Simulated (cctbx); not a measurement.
# Na2Zn7P8Cl6: precision against data quality

Space group C2/m (no. 12), a = 12.2170 Å, b = 10.2620 Å, c = 7.7540 Å, α = 90.00°, β = 100.26°, γ = 90.00°.

```
atom  mult.       x       y       z  Ueq (Å²)
 Zn1      8  0.4465  0.8145  0.2346    0.0263
 Zn2      4  0.7272       0  0.1306    0.0283
 Zn3      2       0       0       0    0.0242
 Cl1      8  0.6563  0.2912  0.1384    0.0283
 Cl2      4  0.6422       0  0.4518    0.0325
  P1      8  0.4205  0.6576  0.4251    0.0286
  P2      4  0.9159       0  0.2459    0.0309
  P3      4  0.5662       0  0.9393    0.0274
 Na1      4     1/4     3/4     1/2    0.0381
```

This is a model crystal, built by substitution and not relaxed, with assumed displacement parameters.

Five simulated data sets (cctbx; Mo Kα, λ = 0.71073 Å; 1.5 % proportional error) differ in resolution or exposure (noise floor 15 counts in the first three, 8 in the last two). Each is refined with the right model, isotropic at 1.1 Å and anisotropic otherwise. How do the figures of merit and the uncertainties move?

| d min (Å) | top counts | ⟨I/σ⟩ (unmerged, absences included) | unique | param. (scale apart) | Rint | R1 | GooF | largest s.u. xyz (fractional) | s.u. U of Na1 (Å²) | largest error (Å) |
| --- | --- | --- | --- | --- | --- | --- | --- | --- | --- | --- |
| 1.1 | 5000 | 3.8 | 400 | 26 | 0.054 | 0.0286 | 0.88 | 0.00058 | 0.0017 | 0.0058 |
| 0.84 | 5000 | 2.6 | 888 | 61 | 0.086 | 0.0388 | 0.90 | 0.00046 | 0.0031 | 0.0110 |
| 0.6 | 5000 | 1.3 | 2392 | 61 | 0.157 | 0.0626 | 0.92 | 0.00044 | 0.0028 | 0.0049 |
| 0.75 | 300 | 0.3 | 1239 | 61 | 0.521 | 0.1417 | 0.93 | 0.00339 | 0.0219 | 0.0412 |
| 0.75 | 3000 | 1.9 | 1239 | 61 | 0.106 | 0.0475 | 0.93 | 0.00049 | 0.0033 | 0.0059 |

The number of reflections grows roughly as 1/d³: 400, 888 and 2392 here. R1 follows the noise rather than the truth: at 300 counts it is 0.1417, at 3000 counts 0.0475, while GooF is 0.93 and 0.93: the weights 1/σ² carry the noise. The s.u. of U (U11 where anisotropic) for Na1 goes 0.0017, 0.0031, 0.0028 Å² with resolution and 0.0219, 0.0033 Å² with exposure.

Hardware for the 0.6 Å refinement: 0.55 s on 1 thread of Arm Neoverse V2, with other jobs on the host, peak memory 0.1 GiB.

[Logs are printed without paths, hosts, clocks, repeated set-up lines and the standing remarks that a program may print on its own settings, such as how far it seeks lower states.]
